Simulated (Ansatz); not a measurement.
# The gap of GaN (F-43m): a ladder of methods and an error budget

The study climbs from cheap functionals to G0W0 on GaN (F-43m) and then asks what each convergence step is worth.

Main program and level: Ansatz 0.2.0; density functionals, hybrids, G0W0, plane waves, PAW.

**The experiments to reproduce.**

- Gap 3.23 eV: absorption onset (direct gap at Gamma) of unexcited film, from imaginary part of dielectric function; spectroscopic ellipsometry (steady-state reference of time-resolved measurement); 300 K; film on 3C-SiC/Si(001) (“Femtosecond pump-probe absorption edge spectroscopy of cubic GaN”, 2022, arxiv:2206.02223).

Report form: the programs' logs are mostly left out.

In doubt: masses and optical values from hybrid runs of this build are listed as unsure (steps 10, 11), which bears on the screening that GW takes from such a start.

## Step 1: The starting structure

It takes space group F-43m (No. 216, cubic). Conventional cell: a = 4.507 Å, b = 4.507 Å, c = 4.507 Å, α = 90.00°, β = 90.00°, γ = 90.00°. Ga has 4 N at 1.95 Å nearest. N has 4 Ga at 1.95 Å nearest. Farther neighbours and most contacts between anions are not listed.

The cell and positions are those that the Materials Project relaxed with its own functionals (PBE, PBE+U or r2SCAN), kept fixed. This is not the form that GaN usually takes at ambient conditions.

## Step 2: PBE bands

Levels along a band path, at the cheap level, show where the edges lie and whether the meshes to come will hold them.

This step: DFT, PBE, plane waves, PAW; PAW set soft_1.

input.yaml reads:

```yaml
crystal:
  lattice:
    - [0.0, 2.2535006075, 2.2535006075]
    - [2.2535006075, 0.0, 2.2535006075]
    - [2.2535006075, 2.2535006075, 0.0]
  atoms:
    - { symbol: Ga, position: [0.0, 0.0, 0.0] }
    - { symbol: "N", position: [0.75, 0.75, 0.75] }
kpoints:
  mp_grid: { grid: [8, 8, 8] }
  band_path:
    path:
      - [[0.0, 0.0, 0.0], [-0.5, -0.5, 0.0], [-0.375, -0.375, 0.25]]
      - [[-0.375, 0.0, 0.375], [0.0, 0.0, 0.0], [0.0, 0.0, 0.5], [-0.5, -0.25, 0.25], [-0.5, -0.5, 0.0]]
    npoints: 10
hamiltonian:
  xc: pbe
  pseudopotentials: { kind: paw, azcp: { folder: soft_1 } }
scf:
  occupations: { method: fermi_dirac, width: 0.02 }
  n_extra_bands: 4
output:
  eigenvalues: true
  write_density: true
  write_potential: true
  elf: true
  volumetric_format: npy
```

On the command line:

```bash
$ ansatz run input.yaml --threads 3 --pin off --max-ram 92160MiB --backend cuda --events-out ev --progress --plain --runs-dir out --devices 1 --max-vram 13GiB
```

It took 6.3 s on 1 × NVIDIA H100 80GB HBM3 (shared by 6 runs) with 3 threads of AMD EPYC 7R13 (Zen 3), shared host; peak memory 0.88 GiB; 3.2 s of CPU time.

This step gave:

```yaml
filled_bands: 9
gap: 1.718 eV
valence_top_at: Γ
conduction_bottom_at: Γ
least_direct_gap: 1.718 eV
```

The gap is direct, at Γ.

Electronic bands along the path, in eV, zero at the top of the highest nominally filled band:

```csv
point,band 6,band 7,band 8,band 9,band 10,band 11,band 12,band 13
Γ,-13.17,0.00,0.00,0.00,1.72,10.32,10.32,10.32
halfway,-12.97,-3.43,-1.49,-1.49,4.57,7.40,11.60,12.00
X,-11.47,-6.12,-2.70,-2.70,3.35,6.67,11.70,13.96
halfway,-11.40,-6.03,-3.34,-2.56,3.94,7.12,11.57,13.60
U,-11.31,-5.86,-4.25,-2.17,5.00,7.86,11.07,12.84
jump to K,-11.31,-5.86,-4.25,-2.17,5.00,7.86,11.07,12.84
halfway,-12.82,-4.19,-2.12,-0.53,5.21,8.50,9.62,11.15
Γ,-13.17,0.00,0.00,0.00,1.72,10.32,10.32,10.32
halfway,-13.11,-3.85,-0.52,-0.52,4.06,8.78,10.77,10.77
L,-11.90,-7.03,-0.97,-0.97,4.64,8.72,10.37,10.37
halfway,-11.59,-6.41,-3.00,-1.77,6.63,7.01,10.09,11.70
W,-11.19,-5.69,-3.69,-3.63,6.22,8.39,10.27,11.11
halfway,-11.33,-5.94,-3.21,-3.18,4.58,7.47,11.46,12.27
X,-11.47,-6.12,-2.70,-2.70,3.35,6.67,11.70,13.96
```

ELF in the ac plane of a cell with a along [110], b along [-110] and c along [001] of the cube at fractional y = 0.000, with atoms of Ga and N within 0.2 Å of it. It is the smooth field of the valence electrons, not physical close to the nuclei.

Ten even steps from '0' (0.02) to '9' (0.79), each cell a mean:
```
012222210012222210
122100121122100121
211000112211000112
100000001100000001
000011000000011000
001343200001343200
014798620014798620
037989851037989851
149835972149835972
238957952238957952
025999731025999731
002576310002576310
```
Columns run along a (6.4 Å), rows up along c (4.5 Å), edges of the conventional cell, whose origin can differ from the input's. Atoms in or near the plane, at fractional coordinates: Ga at (0.50, 0.00), Ga at (0.00, 0.00), N at (0.75, 0.25), N at (0.25, 0.25).

Valence density in the ac plane of a cell with a along [110], b along [-110] and c along [001] of the cube at fractional y = 0.000, with atoms of Ga and N within 0.2 Å of it. It is the smooth field of the valence electrons, not physical close to the nuclei.

Ten steps, logarithmic in the rise over the least value, from '_' (0 e/Å³) to '@' (34 e/Å³), each cell a mean:
```
%%++::______..--##%%++::______..--##
==::..________..--==::..________..--
..______________....______________..
____________________________________
____________________________________
____________________________________
______..::::..__________..::::..____
____..--==--::..______..--==--::..__
__..::==++==--..____..::==++==--..__
::..::==++==--::..::..::==++==--::..
**==::::----::::++**==::::----::::++
@@**::........==%%@@**::........==%%
```
Columns run along a (6.4 Å), rows up along c (4.5 Å), edges of the conventional cell, whose origin can differ from the input's. Atoms in or near the plane, at fractional coordinates: Ga at (0.50, 0.00), Ga at (0.00, 0.00), N at (0.75, 0.25), N at (0.25, 0.25).

## Step 3: PBE+SOC

Spin-orbit coupling can split or shift the edges; a non-collinear run measures by how much.

This step: DFT, PBE with spin-orbit coupling, plane waves, PAW; PAW set soft_1.

input.yaml reads:

```yaml
crystal:
  lattice:
    - [0.0, 2.2535006075, 2.2535006075]
    - [2.2535006075, 0.0, 2.2535006075]
    - [2.2535006075, 2.2535006075, 0.0]
  atoms:
    - { symbol: Ga, position: [0.0, 0.0, 0.0] }
    - { symbol: "N", position: [0.75, 0.75, 0.75] }
kpoints:
  mp_grid: { grid: [8, 8, 8] }
  band_path:
    path:
      - [0.0, 0.0, 0.0]
      - [-0.5, -0.5, 0.0]
      - [-0.375, -0.375, 0.25]
      - [-0.375, 0.0, 0.375]
      - [0.0, 0.0, 0.5]
      - [-0.5, -0.25, 0.25]
    npoints: 1
hamiltonian:
  xc: pbe
  pseudopotentials: { kind: paw_fr, azcp: { folder: soft_1 } }
scf:
  occupations: { method: fixed }
  n_extra_bands: 8
magnetization:
  noncollinear: true
  spin_orbit: true
output:
  eigenvalues: true
```

Elapsed: 14 s, on 1 × NVIDIA H100 80GB HBM3 (shared by 6 runs) with 3 threads; peak memory 0.89 GiB.

Numbers from this step:

- gap: 1.715 eV
- valence top at: Γ
- conduction bottom at: Γ
- least direct gap: 1.715 eV

The gap is that of PBE.

## Step 4: HSE06

The screened hybrid is the usual rung above semilocal functionals: a quarter of exact exchange, cut off beyond a few ångström.

This step: DFT, HSE06, plane waves, PAW; PAW set soft_1.

input.yaml, the sections that differ from step 3:

```yaml
kpoints:
  mp_grid: { grid: [6, 6, 6] }
  band_path:
    path:
      - [0.0, 0.0, 0.0]
      - [-0.5, -0.5, 0.0]
      - [-0.375, -0.375, 0.25]
      - [-0.375, 0.0, 0.375]
      - [0.0, 0.0, 0.5]
      - [-0.5, -0.25, 0.25]
    npoints: 1
hamiltonian:
  xc: hse06
  pseudopotentials: { kind: paw, azcp: { folder: soft_1 } }
scf:
  occupations: { method: fixed }
  n_extra_bands: 4
# crystal, output: as in step 3
# magnetization: removed
```

The job ended after 26 s (1 × NVIDIA H100 80GB HBM3 (shared by 6 runs) with 3 threads; peak memory 1.1 GiB).

Numbers from this step:

```yaml
gap: 2.961 eV
valence_top_at: Γ
conduction_bottom_at: Γ
least_direct_gap: 2.961 eV
```

The gap stands +1.24 eV against PBE.

## Step 5: HSE06+SOC

This step: DFT, HSE06 with spin-orbit coupling, plane waves, PAW; PAW set soft_1.

input.yaml, as its differences from that of step 4:

```diff
@@ -21,6 +21,9 @@
   xc: hse06
-  pseudopotentials: { kind: paw, azcp: { folder: soft_1 } }
+  pseudopotentials: { kind: paw_fr, azcp: { folder: soft_1 } }
 scf:
   occupations: { method: fixed }
-  n_extra_bands: 4
+  n_extra_bands: 8
+magnetization:
+  noncollinear: true
+  spin_orbit: true
 output:
```

It took 38 s on 1 × NVIDIA H100 80GB HBM3 (shared by 6 runs) with 3 threads; peak memory 1.5 GiB.

Numbers from this step:

```yaml
gap: 2.954 eV
valence_top_at: Γ
conduction_bottom_at: Γ
least_direct_gap: 2.954 eV
```

The gap stands −0.01 eV against HSE06.

## Step 6: G0W0, 10×10×10 mesh, 95 empty bands, screening to 150 eV, hard PAW files

G0W0 replaces the xc potential by the self-energy, built once from these orbitals. Only a window of levels is corrected, while the sums run over the empty bands that the input names. This step takes hard PAW files.

This step: G0W0 on PBE, plane waves, PAW.

input.yaml reads:

```yaml
crystal:
  lattice:
    - [0.0, 2.2535006075, 2.2535006075]
    - [2.2535006075, 0.0, 2.2535006075]
    - [2.2535006075, 2.2535006075, 0.0]
  atoms:
    - { symbol: Ga, position: [0.0, 0.0, 0.0] }
    - { symbol: "N", position: [0.75, 0.75, 0.75] }
kpoints:
  mp_grid: { grid: [10, 10, 10] }
hamiltonian:
  xc: pbe
  pseudopotentials: { kind: paw, source: ansatz }
scf:
  occupations: { method: fixed }
gw:
  n_empty_bands: 95
  ecut_chi: 150
  qp_bands: [v2, c2]
  qp_kpoints: band_edges
  screening: { model: contour_deformation }
```

It took 95 s on 1 × NVIDIA H100 80GB HBM3 (shared by 6 runs) with 3 threads; peak memory 1.4 GiB.

This step gave:

- bands summed: 108
- RPA ε∞ on this mesh (eigenvalues): 5.757, 5.757, 5.757
- plane waves in the screening matrix: 113
- G0W0 gap on the mesh: 2.849 eV
- k of the valence top: 0, 0, 0
- k of the conduction bottom: 0, 0, 0
- starting gap on the mesh: 1.734 eV
- least direct G0W0 gap on the computed points: 2.849 eV

The gap on the mesh goes from 1.73 eV to 2.85 eV, a correction of +1.12 eV. Between the two edge states, bare exchange in place of the xc potential would open the gap by 7.59 eV, and correlation takes back 6.47 eV.

## Step 7: G0W0, 10×10×10 mesh, 205 empty bands, screening to 250 eV, hard PAW files

Bands and screening cutoff are moved together, since each hides the error of the other.

input.yaml, as its differences from that of step 6:

```diff
@@ -16,4 +16,4 @@
 gw:
-  n_empty_bands: 95
-  ecut_chi: 150
+  n_empty_bands: 205
+  ecut_chi: 250
   qp_bands: [v2, c2]
```

Elapsed: 3.2 min, on 1 × NVIDIA H100 80GB HBM3 (shared by 6 runs) with 3 threads; peak memory 2 GiB.

This step gave:

```
bands summed                                 : 218
RPA ε∞ on this mesh (eigenvalues)            : 5.750, 5.750, 5.750
plane waves in the screening matrix          : 181
G0W0 gap on the mesh                         : 2.884 eV
k of the valence top                         : 0, 0, 0
k of the conduction bottom                   : 0, 0, 0
starting gap on the mesh                     : 1.734 eV
least direct G0W0 gap on the computed points : 2.884 eV
```

Against the run with 10×10×10 mesh, 95 empty bands, screening to 150 eV, hard PAW files, the gap moves by +0.03 eV.

## Step 8: G0W0, 10×10×10 mesh, 384 empty bands, screening to 380 eV, hard PAW files

input.yaml, as its differences from that of step 7:

```diff
@@ -16,4 +16,4 @@
 gw:
-  n_empty_bands: 205
-  ecut_chi: 250
+  n_empty_bands: 384
+  ecut_chi: 380
   qp_bands: [v2, c2]
```

It took 7.9 min on 1 × NVIDIA H100 80GB HBM3 (shared by 6 runs) with 3 threads; peak memory 3.7 GiB.

This step gave:

| Quantity | Value |
| --- | --- |
| bands summed | 397 |
| RPA ε∞ on this mesh (eigenvalues) | 5.743, 5.743, 5.743 |
| plane waves in the screening matrix | 387 |
| q-points in the mesh | 1000 |
| G0W0 gap on the mesh | 2.913 eV |
| k of the valence top | 0, 0, 0 |
| k of the conduction bottom | 0, 0, 0 |
| starting gap on the mesh | 1.734 eV |
| Z at the valence top | 0.7684 |
| Z at the conduction bottom | 0.8062 |
| least direct G0W0 gap on the computed points | 2.913 eV |

Against the run with 10×10×10 mesh, 205 empty bands, screening to 250 eV, hard PAW files, the gap moves by +0.03 eV.

Limits: finite bands, cutoff and mesh; no spin-orbit coupling. v1 is the top filled band, c1 the lowest empty one. Levels before and after the correction, in eV, zero at the valence-band top of each column:

```csv
,conduction bottom,valence top
Kohn-Sham,1.73,0.00
G0W0,2.91,0.00
```

```csv
,level,occupation,energy (eV)
Kohn-Sham,Γ v2-v1,2,0.000
Kohn-Sham,Γ c1,0,1.734
Kohn-Sham,Γ c2,0,10.315
G0W0,Γ v2-v1,2,0.000
G0W0,Γ c1,0,2.913
G0W0,Γ c2,0,11.818
```

How the two edges are built up, in eV (the quasiparticle level is the starting level plus Σx plus Σc less Vxc):

```csv
run,edge,start,Σx,Σc,Vxc,Z,QP
108 bands,valence top,11.05,-23.81,2.92,-20.27,0.77,10.42
108 bands,conduction bottom,12.78,-11.65,-3.55,-15.69,0.81,13.27
218 bands,valence top,11.05,-23.81,2.69,-20.27,0.77,10.19
218 bands,conduction bottom,12.78,-11.65,-3.75,-15.69,0.81,13.07
397 bands,valence top,11.05,-23.81,2.56,-20.27,0.77,10.06
397 bands,conduction bottom,12.78,-11.65,-3.84,-15.69,0.81,12.98
```

## Step 9: G0W0@PBE, 12×12×12 mesh, 95 empty bands, screening to 150 eV, hard PAW files

Only the mesh changes. It samples the long-range screening, which converges on its own terms. Bands and cutoff differ from the step before, so it is read against an earlier run that matches them.

input.yaml, as its differences from that of step 8:

```diff
@@ -9,3 +9,3 @@
 kpoints:
-  mp_grid: { grid: [10, 10, 10] }
+  mp_grid: { grid: [12, 12, 12] }
 hamiltonian:
@@ -16,4 +16,4 @@
 gw:
-  n_empty_bands: 384
-  ecut_chi: 380
+  n_empty_bands: 95
+  ecut_chi: 150
   qp_bands: [v2, c2]
```

Elapsed: 5.6 min, on 1 × NVIDIA H100 80GB HBM3 (shared by 6 runs) with 3 threads; peak memory 1.7 GiB.

Numbers from this step:

```
bands summed                                 : 108
RPA ε∞ on this mesh (eigenvalues)            : 5.697, 5.697, 5.697
plane waves in the screening matrix          : 113
G0W0 gap on the mesh                         : 2.847 eV
k of the valence top                         : 0, 0, 0
k of the conduction bottom                   : 0, 0, 0
starting gap on the mesh                     : 1.734 eV
least direct G0W0 gap on the computed points : 2.847 eV
```

Against the run with 10×10×10 mesh, 95 empty bands, screening to 150 eV, hard PAW files, the gap moves by −0.002 eV.

## Step 10: G0W0@HSE06, 10×10×10 mesh, 205 empty bands, screening to 250 eV, hard PAW files

The same correction from a different start measures what one shot leaves open. Bands and cutoff differ from the step before, so it is read against an earlier run that matches them.

This step: G0W0 on HSE06, plane waves, PAW.

input.yaml, the sections that differ from step 9:

```yaml
kpoints:
  mp_grid: { grid: [10, 10, 10] }
hamiltonian:
  xc: hse06
  pseudopotentials: { kind: paw, source: ansatz }
gw:
  n_empty_bands: 205
  ecut_chi: 250
  qp_bands: [v2, c2]
  qp_kpoints: band_edges
  screening: { model: contour_deformation }
# crystal, scf: as in step 9
```

It took 8.6 min on 1 × NVIDIA H100 80GB HBM3 (shared by 6 runs) with 3 threads; peak memory 11 GiB.

Numbers from this step:

- bands summed: 218
- RPA ε∞ on this mesh (eigenvalues): 4.480, 4.480, 4.480
- plane waves in the screening matrix: 181
- G0W0 gap on the mesh: 3.485 eV
- k of the valence top: 0, 0, 0
- k of the conduction bottom: 0, 0, 0
- starting gap on the mesh: 2.976 eV
- least direct G0W0 gap on the computed points: 3.485 eV

Against the run with 10×10×10 mesh, 205 empty bands, screening to 250 eV, hard PAW files on PBE, the gap moves by +0.60 eV, while the start moved by +1.24 eV.

## Step 11: G0W0@PBE0, 10×10×10 mesh, 205 empty bands, screening to 250 eV, hard PAW files

This step: G0W0 on PBE0, plane waves, PAW.

input.yaml, as its differences from that of step 10:

```diff
@@ -11,3 +11,3 @@
 hamiltonian:
-  xc: hse06
+  xc: pbe0
   pseudopotentials: { kind: paw, source: ansatz }
```

Wall time 7.7 min (1 × NVIDIA H100 80GB HBM3 (shared by 6 runs) with 3 threads); peak memory 11 GiB.

Numbers from this step:

```yaml
bands_summed: 218
rpa_eps_infinity_on_this_mesh_eigenvalues: 4.194, 4.194, 4.194
plane_waves_in_the_screening_matrix: 181
g0w0_gap_on_the_mesh: 3.667 eV
k_of_the_valence_top: 0, 0, 0
k_of_the_conduction_bottom: 0, 0, 0
starting_gap_on_the_mesh: 3.647 eV
least_direct_g0w0_gap_on_the_computed_points: 3.667 eV
```

Against the run with 10×10×10 mesh, 205 empty bands, screening to 250 eV, hard PAW files on HSE06, the gap moves by +0.18 eV, while the start moved by +0.67 eV.

## Step 12: G0W0@LDA, 10×10×10 mesh, 205 empty bands, screening to 250 eV, hard PAW files

This step: G0W0 on LDA, plane waves, PAW.

input.yaml, as its differences from that of step 11:

```diff
@@ -11,3 +11,3 @@
 hamiltonian:
-  xc: pbe0
+  xc: lda
   pseudopotentials: { kind: paw, source: ansatz }
```

Run time: 4.4 min. Hardware: 1 × NVIDIA H100 80GB HBM3 (shared by 6 runs) with 3 threads; peak memory 2 GiB; 8 min of CPU time.

This step gave:

```
bands summed                                 : 218
RPA ε∞ on this mesh (eigenvalues)            : 5.854, 5.854, 5.854
plane waves in the screening matrix          : 181
G0W0 gap on the mesh                         : 2.927 eV
k of the valence top                         : 0, 0, 0
k of the conduction bottom                   : 0, 0, 0
starting gap on the mesh                     : 1.737 eV
least direct G0W0 gap on the computed points : 2.927 eV
```

Against the run with 10×10×10 mesh, 205 empty bands, screening to 250 eV, hard PAW files on PBE0, the gap moves by −0.74 eV, while the start moved by −1.91 eV.

## Step 13: The ladder

Times are wall times on 1 × NVIDIA H100 80GB HBM3 (shared by 6 runs) with 3 threads of AMD EPYC 7R13 (Zen 3), shared host, good to a factor of about two. G0W0 rows are gaps on the mesh, lowered by the amount that the mesh misses the start's edges, a rough step that assumes the same correction there.

```csv
level,gap (eV),least direct gap (eV),time
PBE,1.72,1.72,6.3 s
PBE+SOC,1.71,1.71,14 s
HSE06,2.96,2.96,26 s
HSE06+SOC,2.95,2.95,38 s
"G0W0@PBE (95 empty bands, hard PAW)",2.85,-,95 s
"G0W0@PBE (205 empty bands, hard PAW)",2.88,-,3.2 min
"G0W0@PBE (384 empty bands, hard PAW)",2.91,-,7.9 min
"G0W0@PBE (95 empty bands, 12×12×12, hard PAW)",2.85,-,5.6 min
"G0W0@HSE06 (205 empty bands, hard PAW)",3.48,-,8.6 min
"G0W0@PBE0 (205 empty bands, hard PAW)",3.67,-,7.7 min
"G0W0@LDA (205 empty bands, hard PAW)",2.93,-,4.4 min
```

## Step 14: Adding up the best estimate

```csv
term,eV,running total (eV)
"G0W0 on the mesh, top rung",2.913,2.913
"to the limit, by a line in one over the bands through the two top rungs",+0.035,2.948
shift on 12×12×12 less that on 10×10×10,−0.002,2.946
"spin-orbit change, from PBE",−0.004,2.942
```

Changes that are not added in, each against a run with equal bands and cutoff:

```csv
change,eV
start HSE06,+0.60
start PBE0,+0.78
start LDA,+0.04
```

## Step 15: What came out

| Property | Result |
| --- | --- |
| PBE gap | 1.72 eV, direct |
| HSE06 | 2.96 eV |
| G0W0, top rung on the mesh | 2.91 eV |
| best estimate, G0W0@PBE with spin-orbit change | 2.94 eV |
| GW settings of the top rung | 10×10×10 mesh, 384 empty bands, screening to 380 eV, hard PAW files |
| known limits | one-shot GW, static lattice |

In words: The best estimate for G0W0@PBE is 2.94 eV, direct on the mesh, against 1.71 eV at the start (both with spin-orbit coupling). The pair of rungs below gives a limit −0.03 eV away. Of the changes left open the largest, +0.78 eV, comes from starting at PBE0. Among the functionals HSE06 comes nearest: +0.02 eV from the estimate. All runs took 40 min, 97 % of it in G0W0. Against experiment, by the best estimate: the direct gap of 2.94 eV lies −0.29 eV from the measured 3.23 eV (exciton, 300 K, on 3C-SiC/Si(001), 2022). An exciton line or allowed optical edge lies below the quasiparticle gap by the binding energy; a forbidden edge can push the onset above it. The calculation has static nuclei and no excitons; a measured gap holds zero-point and thermal motion, which mostly lowers it.

[Paths, hosts, dates, memory and timing lines, banners, echoed tables and standing remarks are left out of the program output.]

[Logs are printed without paths, hosts, clocks, repeated set-up lines and the standing remarks that a program may print on its own settings, such as how far it seeks lower states.]

[Runs of the session that timed out or met a known fault of the program may be left out.]

[Cells called generated may have been cut or substituted from an entry of the Crystallography Open Database or the Materials Project.]

[Hosts, paths, dates, database ids (printed as entryN), source tags and the programs' standing remarks are cut or masked in the printed files.]
